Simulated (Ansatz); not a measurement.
# Resistivity from frozen vibrations: Ru(0001) with 2 thermally displaced layers, 2x2

Wanted: the phonon-limited resistivity of Ru at 273 K by the Landauer route. The measured value for the pure metal at this temperature is 7.1 µΩ cm (CRC Handbook of Chemistry and Physics, 84th ed., 2003, Electrical Resistivity of Pure Metals).

Calculated with Ansatz 0.2.0; Ansatz plane-wave DFT, PBE, PAW files; ballistic transport by layer matching (Landauer), zero bias; PAW set soft_1.

## Step 1: Set-up

The cell holds 48 atoms: 48 Ru. Its edges and angles: a = 5.412 Å, b = 5.412 Å, c = 25.691 Å, α = 90.0°, β = 90.0°, γ = 120.0°. It derives from Ru. Regions: lead, 40 atoms (40 Ru); scattering region, 8 atoms (8 Ru). The structure is stacked along c, and the current runs across the ab planes.

## Step 2: With 2 displaced layers

Each atom of 2 layers is moved at random, by amounts drawn from a normal law 0.0351 Å wide in each direction from the Debye model (600 K) at 273 K. The layers about the cell's end stay perfect and serve as the lead. Disorder leaves little or no symmetry, which makes such runs dear. Energies from -0.05 to 0.05 eV in steps of 0.05 eV are too few for the program's thermal sum, so it prints no conductance; for a metal the transmission near the Fermi level serves, at a fraction of the cost.

input.yaml reads:

```yaml
crystal:
  lattice:
    - [5.4116, 0.0, 0.0]
    - [-2.7058, 4.6865830751, 0.0]
    - [0.0, 0.0, 25.6914]
  atoms:
    - { symbol: Ru, position: [0.1666666667, 0.3333333333, 0.0416666667] }
    - { symbol: Ru, position: [0.1666666667, 0.8333333333, 0.0416666667] }
    - { symbol: Ru, position: [0.6666666667, 0.3333333333, 0.0416666667] }
    - { symbol: Ru, position: [0.6666666667, 0.8333333333, 0.0416666667] }
    - { symbol: Ru, position: [0.3333333333, 0.1666666667, 0.125] }
    - { symbol: Ru, position: [0.3333333333, 0.6666666667, 0.125] }
    - { symbol: Ru, position: [0.8333333333, 0.1666666667, 0.125] }
    - { symbol: Ru, position: [0.8333333333, 0.6666666667, 0.125] }
    - { symbol: Ru, position: [0.1666666667, 0.3333333333, 0.2083333333] }
    - { symbol: Ru, position: [0.1666666667, 0.8333333333, 0.2083333333] }
    - { symbol: Ru, position: [0.6666666667, 0.3333333333, 0.2083333333] }
    - { symbol: Ru, position: [0.6666666667, 0.8333333333, 0.2083333333] }
    - { symbol: Ru, position: [0.3333333333, 0.1666666667, 0.2916666667] }
    - { symbol: Ru, position: [0.3333333333, 0.6666666667, 0.2916666667] }
    - { symbol: Ru, position: [0.8333333333, 0.1666666667, 0.2916666667] }
    - { symbol: Ru, position: [0.8333333333, 0.6666666667, 0.2916666667] }
    - { symbol: Ru, position: [0.1666666667, 0.3333333333, 0.375] }
    - { symbol: Ru, position: [0.1666666667, 0.8333333333, 0.375] }
    - { symbol: Ru, position: [0.6666666667, 0.3333333333, 0.375] }
    - { symbol: Ru, position: [0.6666666667, 0.8333333333, 0.375] }
    - { symbol: Ru, position: [0.3336541098, 0.1656773362, 0.4592082321] }
    - { symbol: Ru, position: [0.3320078701, 0.6626550503, 0.4588273182] }
    - { symbol: Ru, position: [0.84533695, 0.1737593356, 0.4573719415] }
    - { symbol: Ru, position: [0.8227924136, 0.6619989776, 0.4583897899] }
    - { symbol: Ru, position: [0.150768078, 0.3316948073, 0.5399645939] }
    - { symbol: Ru, position: [0.1598794682, 0.8292573895, 0.5412345604] }
    - { symbol: Ru, position: [0.6732400365, 0.3411406935, 0.541491072] }
    - { symbol: Ru, position: [0.6730382502, 0.8283517047, 0.5421468741] }
    - { symbol: Ru, position: [0.3333333333, 0.1666666667, 0.625] }
    - { symbol: Ru, position: [0.3333333333, 0.6666666667, 0.625] }
    - { symbol: Ru, position: [0.8333333333, 0.1666666667, 0.625] }
    - { symbol: Ru, position: [0.8333333333, 0.6666666667, 0.625] }
    - { symbol: Ru, position: [0.1666666667, 0.3333333333, 0.7083333333] }
    - { symbol: Ru, position: [0.1666666667, 0.8333333333, 0.7083333333] }
    - { symbol: Ru, position: [0.6666666667, 0.3333333333, 0.7083333333] }
    - { symbol: Ru, position: [0.6666666667, 0.8333333333, 0.7083333333] }
    - { symbol: Ru, position: [0.3333333333, 0.1666666667, 0.7916666667] }
    - { symbol: Ru, position: [0.3333333333, 0.6666666667, 0.7916666667] }
    - { symbol: Ru, position: [0.8333333333, 0.1666666667, 0.7916666667] }
    - { symbol: Ru, position: [0.8333333333, 0.6666666667, 0.7916666667] }
    - { symbol: Ru, position: [0.1666666667, 0.3333333333, 0.875] }
    - { symbol: Ru, position: [0.1666666667, 0.8333333333, 0.875] }
    - { symbol: Ru, position: [0.6666666667, 0.3333333333, 0.875] }
    - { symbol: Ru, position: [0.6666666667, 0.8333333333, 0.875] }
    - { symbol: Ru, position: [0.3333333333, 0.1666666667, 0.9583333333] }
    - { symbol: Ru, position: [0.3333333333, 0.6666666667, 0.9583333333] }
    - { symbol: Ru, position: [0.8333333333, 0.1666666667, 0.9583333333] }
    - { symbol: Ru, position: [0.8333333333, 0.6666666667, 0.9583333333] }
kpoints:
  mp_grid: { grid: [5, 5, 1] }
hamiltonian:
  xc: pbe
  pseudopotentials: { kind: paw, azcp: { folder: soft_1 } }
scf:
  occupations: { method: fermi_dirac, width: 0.1 }
output:
  transmission:
    leads: [[0, 8]]
    kmesh: [10, 10]
    e_range: [-0.05, 0.05]
    de: 0.05
  write_potential: true
  write_density: true
  volumetric_format: npy
  elf: true
```

On the command line:

```
$ ansatz run input.yaml --threads 4 --pin off --max-ram 15360MiB --backend cpu --events-out ev --progress --plain --runs-dir out
```

Numbers of over 12 decimals in the logs are rounded to 6 here.

Log:

```text
Engine: ansatz 0.2.0, aarch64-unknown-linux-gnu
Pseudopotentials: kind: paw
Pseudopotential: Ru, paw, valence charge 16, recommended cutoff 420 eV (normal), soft_1/Ru.paw.azcp
Functional definition: PBE
  parameter kappa = 0.804
  parameter beta = 0.066725
  exchange = pbe_x(kappa = kappa, mu = beta*pi^2/3)
  correlation = pbe_c(beta = beta)
Crystal: 48 atoms, lattice volume = 651.583 Å³
Basis set: ecut = 420 eV, 12691 PW (Γ)
Bands: 461, of which v1, the nominal top of the filled ones, is band 384 counted from 1 (383 counted from 0)
Symmetry: 1 space group operations
Space group: P1 (ITA 1), of the structure as read, at distance tolerance 8.7e-5 Å
k-points: 13 of 25 (time reversal used)
Non-local potential: Ru, projectors of the file, l = 0: 3, l = 1: 2, l = 2: 2, l = 3: 1
PAW form: soft (Blöchl's): semilocal exchange-correlation on the pseudo side does not see the compensation charge
PAW one-centre angular grid: Ru, 590 points (default); XC on 64 Gauss nodes
Initial density: superposition of atomic densities (chi_scale 0.1, normalization cell)
Initial wavefunctions: pseudopotential atomic-orbital guess
Functional: x = pbe(κ = 0.804, μ = 0.219515), c = pbe(β = 0.066725)
SCF iter   1: F=—  HF=-282208.900272 eV  |F-HF|=—  |Δ(HF+E_count)|=         —  Δρ=1.22e-1  dr2=9.33e1  ethr=3.10e-3  ⟨swp⟩=5.0  Hψ=19325  notcnv=0  defer=3
preconditioner: auto → Kerker (q_TF=auto, 2.804 Å⁻¹)  [metal: Δε(μ)=0.058 eV  Ē_g=5.264 eV  σ=0.100 eV  W_gap=0.14  n_scr=268 (ndim 8)  ℏωp=28.5 eV  f_vac=0.000  D(μ)=40.40/eV (n_scr^D=392)]
SCF iter   2: F=—  HF=-282185.455074 eV  |F-HF|=—  |Δ(HF+E_count)|=    2.34e1  Δρ=5.91e-2  dr2=2.12e1  ethr=3.10e-3  ⟨swp⟩=2.8  Hψ=12033  notcnv=0  defer=56
SCF iter   3: F=—  HF=-282179.124631 eV  |F-HF|=—  |Δ(HF+E_count)|=    6.33e0  Δρ=9.53e-3  dr2=2.65e-1  ethr=2.76e-3  ⟨swp⟩=2.0  Hψ=9310  notcnv=0  defer=56
SCF iter   4: F=—  HF=-282179.175436 eV  |F-HF|=—  |Δ(HF+E_count)|=   5.08e-2  Δρ=1.07e-3  dr2=4.53e-3  ethr=3.45e-5  ⟨swp⟩=2.1  Hψ=11255  notcnv=0  defer=56
SCF iter   5: F=—  HF=-282179.176234 eV  |F-HF|=—  |Δ(HF+E_count)|=   7.98e-4  Δρ=2.21e-4  dr2=1.84e-4  ethr=5.90e-7  ⟨swp⟩=3.0  Hψ=13330  notcnv=0  defer=56
SCF iter   6: F=—  HF=-282179.176236 eV  |F-HF|=—  |Δ(HF+E_count)|=   1.95e-6  Δρ=4.86e-5  dr2=1.15e-5  ethr=2.40e-8  ⟨swp⟩=2.5  Hψ=10074  notcnv=0  defer=56
SCF iter   7: F=—  HF=-282179.177566 eV  |F-HF|=—  |Δ(HF+E_count)|=   1.33e-3  Δρ=1.09e-5  dr2=7.63e-7  ethr=1.49e-9  ⟨swp⟩=2.0  Hψ=8412  notcnv=0  defer=56
SCF iter   8: F=-282179.177566 eV  HF=-282179.177566 eV  |F-HF|=1.43e-8  |Δ(HF+E_count)|=   1.00e-7  Δρ=1.80e-6  dr2=2.37e-8  ethr=1.30e-11  ⟨swp⟩=8.3  Hψ=13770  notcnv=0
SCF 1 converged in 8 iterations: F = -282179.177566 eV  dr2 = 2.37e-8
  greatest PAW one-centre occupation: 1.000 electrons in one spin orbital (limit 2), on the Ru atom at site 24 (counted from 0), in its partial waves of l = 0
transmission: 251 of 2496 steps passed
transmission: 500 of 2496 steps passed
[...]
transmission: 2496 of 2496 steps passed
SCF converged after 8 iterations
Free energy (F): -282179.177566 eV
Harris-Foulkes:  -282179.177566 eV  (|F-HF|=1.43e-8)
Internal energy: -282177.649970 eV  (E = F + TS)
E sigma→0 (E₀):  -282178.413768 eV
Entropy (-TS):   -1.527597 eV (-31.825 meV/atom)
Fermi energy:    23.336975 eV
--- Per-component energies (eV) ---
  E_band       = -2694.808835
  E_kinetic    = 22101.728421
  E_local      = -60972.781159  (includes V_loc(G=0)·N_el)
  E_nonlocal   = 19798.605513
  E_hartree    = 20218.068039
  E_xc         = -8167.956225
  E_vxc        = -10330.013830  (∫ρ·V_xc dr)
  E_paw        = -168071.724033  (= ΣΔE_a)
  E_vpaw       = -13728.508940  (= ΣTr[D̂ρ^β])
  E_aug_tail   = 0.030073  (compensation charges beyond the density's cutoff)
  E_ewald      = -107083.620599
  E_smearing   = -1.527597  (= −TS)
  E_closure    = -0.000000  (closes the sum)
  Σ components = -282179.177566   (vs F -282179.177566, Δ=0.00e0)
--- Band table (eV; the first three rows and the last of 13) ---
  k-point 0: bands = [... 380 lower, 23.8837, 23.8884, 24.3626, 24.3672, 24.3688, 24.3746, 24.4830, 24.5163, ... 73 higher]
  k-point 1: bands = [... 380 lower, 23.4762, 23.5024, 23.5121, 23.8281, 23.8385, 24.0220, 24.0270, 24.1119, ... 73 higher]
  k-point 2: bands = [... 380 lower, 22.9662, 23.0093, 23.0218, 23.1011, 23.1766, 23.1866, 23.3650, 23.3737, ... 73 higher]
  k-point 12: bands = [... 380 lower, 23.0917, 23.1188, 23.1363, 23.3111, 23.3262, 23.3667, 23.3749, 23.3780, ... 73 higher]
--- Transmission ---
  basis      : 223 plane waves across, 48 finite elements along
  points     : 52, standing for a mesh of 10 x 10
  energies   : 3 from -0.050000 to 0.050000 eV about the Fermi level, 0.050000 eV apart; the leads are filled to 0.000000 eV, and channels, transmission and decay are at 0.000000 eV
  crystal 0  : Ru8, at the sites [0, 8], period 4.2819 Å, over 21.41 Å; its Hamiltonian steps by up to 1.2 meV
    offset         : up to 0.0000 Å between an atom of the period and one for which it stands
    channels       : 5.160000e0 a spin
    conductance    : none, the energies end too early or step too widely for 300 K: set another output.transmission.e_range or a lower de, or, where they end at an eighth of basis.ecutwfc, a higher one
  junction   : crystal 0 to crystal 0, 0.70 to 22.11 Å
    transmission   : 4.999512e0 a spin
    conductance    : none, the energies end too early or step too widely for 300 K: set another output.transmission.e_range or a lower de, or, where they end at an eighth of basis.ecutwfc, a higher one
```

It took 10 min on 4 threads of Arm Neoverse V1, shared host; peak memory 6.4 GiB; 37 min of CPU time.

Reading the cycles: dr2 is the Hartree energy of the density residual (eV), the measure of convergence; HF is the Harris–Foulkes estimate of the energy, which meets the free energy F at convergence.

This step gave:

```
free energy                                    : -282179.1776 eV
energy at zero smearing                        : -282178.4138 eV
Fermi energy                                   : 23.34 eV
cell area                                      : 25.36 Å²
transmission per spin nearest the Fermi level  : 5.000
open channels per spin nearest the Fermi level : 5.16
step of the lead's potential                   : 1.2 meV
```

Per spin. Table of transmission, zone mean by energy, zero at the Fermi level:

```
energy (eV)  transmission, zone mean
    -0.0500                     5.05
     0.0000                     5.00
     0.0500                     5.36
```

Per spin. Table of open channels, zone mean, lead by energy, zero at the Fermi level:

```
energy (eV)  open channels, zone mean, lead
    -0.0500                            5.16
     0.0000                            5.16
     0.0500                            5.64
```

Transmission over k1 and k2. At 0.0000 eV from the Fermi level.

Values, 10 rows by 10 columns:
```
 3.8  3.7  4.7  4.5  4.8  3.9  3.8  2.9  2.0  2.9
 3.0  4.7  4.9  4.9  4.9  4.9  4.8  3.0  2.0  2.0
 3.0  4.5  4.9  6.8  8.9  6.9  4.9  4.6  3.0  2.5
 3.8  4.7  4.9  8.9 11.9 11.9  8.9  4.9  4.8  3.8
 5.7  3.7  5.0  6.9 11.9 11.9 11.9  6.9  5.0  3.7
 3.8  3.8  4.8  4.9  8.9 11.9 11.9  8.9  4.9  4.7
 3.0  2.5  3.0  4.6  4.9  6.9  8.9  6.8  4.9  4.5
 3.0  2.0  2.0  3.0  4.8  4.9  4.9  4.9  4.9  4.7
 3.8  2.9  2.0  2.9  3.8  3.9  4.8  4.5  4.7  3.7
 5.5  3.9  3.0  3.0  3.9  5.2  3.9  3.0  3.0  3.9
```
Columns: k1 (b1) from -0.5 to 0.4; rows upwards: k2 (b2) from -0.5 to 0.4.

Open channels over k1 and k2. At 0.0000 eV from the Fermi level.

Values, 10 rows by 10 columns:
```
 4.0  4.0  5.0  5.0  5.0  4.0  4.0  3.0  2.0  3.0
 3.0  5.0  5.0  5.0  5.0  5.0  5.0  3.0  2.0  2.0
 3.0  5.0  5.0  7.0  9.0  7.0  5.0  5.0  3.0  3.0
 4.0  5.0  5.0  9.0 12.0 12.0  9.0  5.0  5.0  4.0
 6.0  4.0  5.0  7.0 12.0 12.0 12.0  7.0  5.0  4.0
 4.0  4.0  5.0  5.0  9.0 12.0 12.0  9.0  5.0  5.0
 3.0  3.0  3.0  5.0  5.0  7.0  9.0  7.0  5.0  5.0
 3.0  2.0  2.0  3.0  5.0  5.0  5.0  5.0  5.0  5.0
 4.0  3.0  2.0  3.0  4.0  4.0  5.0  5.0  5.0  4.0
 6.0  4.0  3.0  3.0  4.0  6.0  4.0  3.0  3.0  4.0
```
Columns: k1 (b1) from -0.5 to 0.4; rows upwards: k2 (b2) from -0.5 to 0.4.

ELF in the ca plane at fractional y = 0.166, with atoms of Ru within 0.2 Å of it. It is the smooth field of the valence electrons, not physical close to the nuclei.

Ten even steps from '0' (0.22) to '9' (0.60), each cell a mean:
```
00011168741100011379731111011378721100011378
21120398971221120698960211120698950211211798
21120498981121120698960221220698950211211798
10011279851210011279730100011489821100111489
13311112201013201012101013101022101023201022
25410111111035400111110035300111110045301111
13311111101024201001101013101012111024201012
00011168741100011268731100011378721100011378
21121398971221120498970221220698950211211798
21120498981121120598970221220698950211211798
10011279851210011279841200120389821100111489
13311112201023201012201122101012101023201022
25410111111035400111120045300111110045301111
13300111101023201012101034201012111024201012
```
Columns run along c (16.0 Å, from fractional 0.19 to 0.81 of the cell), rows up along a (5.4 Å). Atoms in or near the plane, at fractional coordinates: Ru at (0.29, 0.33), Ru at (0.29, 0.83), Ru at (0.46, 0.33), Ru at (0.46, 0.85), Ru at (0.62, 0.33), Ru at (0.62, 0.83), Ru at (0.79, 0.33), Ru at (0.79, 0.83).

Electrostatic potential energy in the ca plane at fractional y = 0.166, with atoms of Ru within 0.2 Å of it. With pseudopotentials it is smooth inside the atoms' cores, unlike the true potential.

Ten even steps from '0' (-71 eV) to '9' (24 eV), each cell a mean:
```
99999853479999999743479998999743589999999743
99999720048999999510159999999510169999998400
99999610048999999510159999999500169999998400
99999852369999999843479999999742489999999632
87799988899987899988899987899988899987899988
86689999999976789999999976799999999876799999
87799998899987799998899987899998999977899988
99999853479999999853479999999743589999999743
99999720048999999610049999999510169999998400
99999610048999999610049999999500169999998400
99999852369999999842379999999742489999999632
87799988899987899988899987899988899987899988
86689999999976789999999876799999999876799999
87799998899987799988899976799998999987899988
```
Columns run along c (16.0 Å, from fractional 0.19 to 0.81 of the cell; values clipped at the 3rd and 97th percentile), rows up along a (5.4 Å). Atoms in or near the plane, at fractional coordinates: Ru at (0.29, 0.33), Ru at (0.29, 0.83), Ru at (0.46, 0.33), Ru at (0.46, 0.85), Ru at (0.62, 0.33), Ru at (0.62, 0.83), Ru at (0.79, 0.33), Ru at (0.79, 0.83).

Valence density in the ca plane at fractional y = 0.166, with atoms of Ru within 0.2 Å of it. It is the smooth field of the valence electrons, not physical close to the nuclei.

Values in units of 1e0 e/Å³, 8 rows by 16 columns, each cell a mean:
```
0.4 0.4 4.6 2.4 0.4 0.4 3.1 4.5 0.5 0.5 1.2 5.5 0.7 0.4 0.5 5.0
0.3 0.4 6.8 3.6 0.3 0.4 4.0 5.8 0.4 0.3 1.7 8.2 1.0 0.3 0.6 7.5
0.9 0.5 1.2 0.7 0.7 0.7 0.7 0.9 0.5 0.8 0.5 1.4 0.4 1.0 0.4 1.3
1.3 0.5 0.5 0.4 0.9 0.9 0.4 0.5 0.5 1.0 0.4 0.5 0.4 1.3 0.4 0.5
0.4 0.4 4.6 2.4 0.4 0.4 2.6 4.4 0.4 0.4 1.2 5.5 0.7 0.4 0.5 5.0
0.3 0.4 6.8 3.6 0.3 0.3 3.8 6.5 0.4 0.3 1.7 8.2 1.0 0.3 0.6 7.5
0.9 0.5 1.2 0.7 0.7 0.7 0.8 1.2 0.5 0.8 0.5 1.4 0.4 1.0 0.4 1.3
1.3 0.5 0.5 0.4 0.9 0.9 0.5 0.6 0.7 1.3 0.4 0.5 0.4 1.3 0.4 0.5
```
Columns run along c (16.0 Å, from fractional 0.19 to 0.81 of the cell), rows up along a (5.4 Å). Atoms in or near the plane, at fractional coordinates: Ru at (0.29, 0.33), Ru at (0.29, 0.83), Ru at (0.46, 0.33), Ru at (0.46, 0.85), Ru at (0.62, 0.33), Ru at (0.62, 0.83), Ru at (0.79, 0.33), Ru at (0.79, 0.83).

Over the solved energies the transmission per spin lies between 5.00 and 5.36, out of 5.32 channels of the lead on average (up to 5.64).

(Continued in part 2 of 2.)

[Logs are printed without paths, hosts, clocks, repeated set-up lines and the standing remarks that a program may print on its own settings, such as how far it seeks lower states.]

[Hosts, paths, dates, database ids (printed as entryN), source tags and the programs' standing remarks are cut or masked in the printed files.]
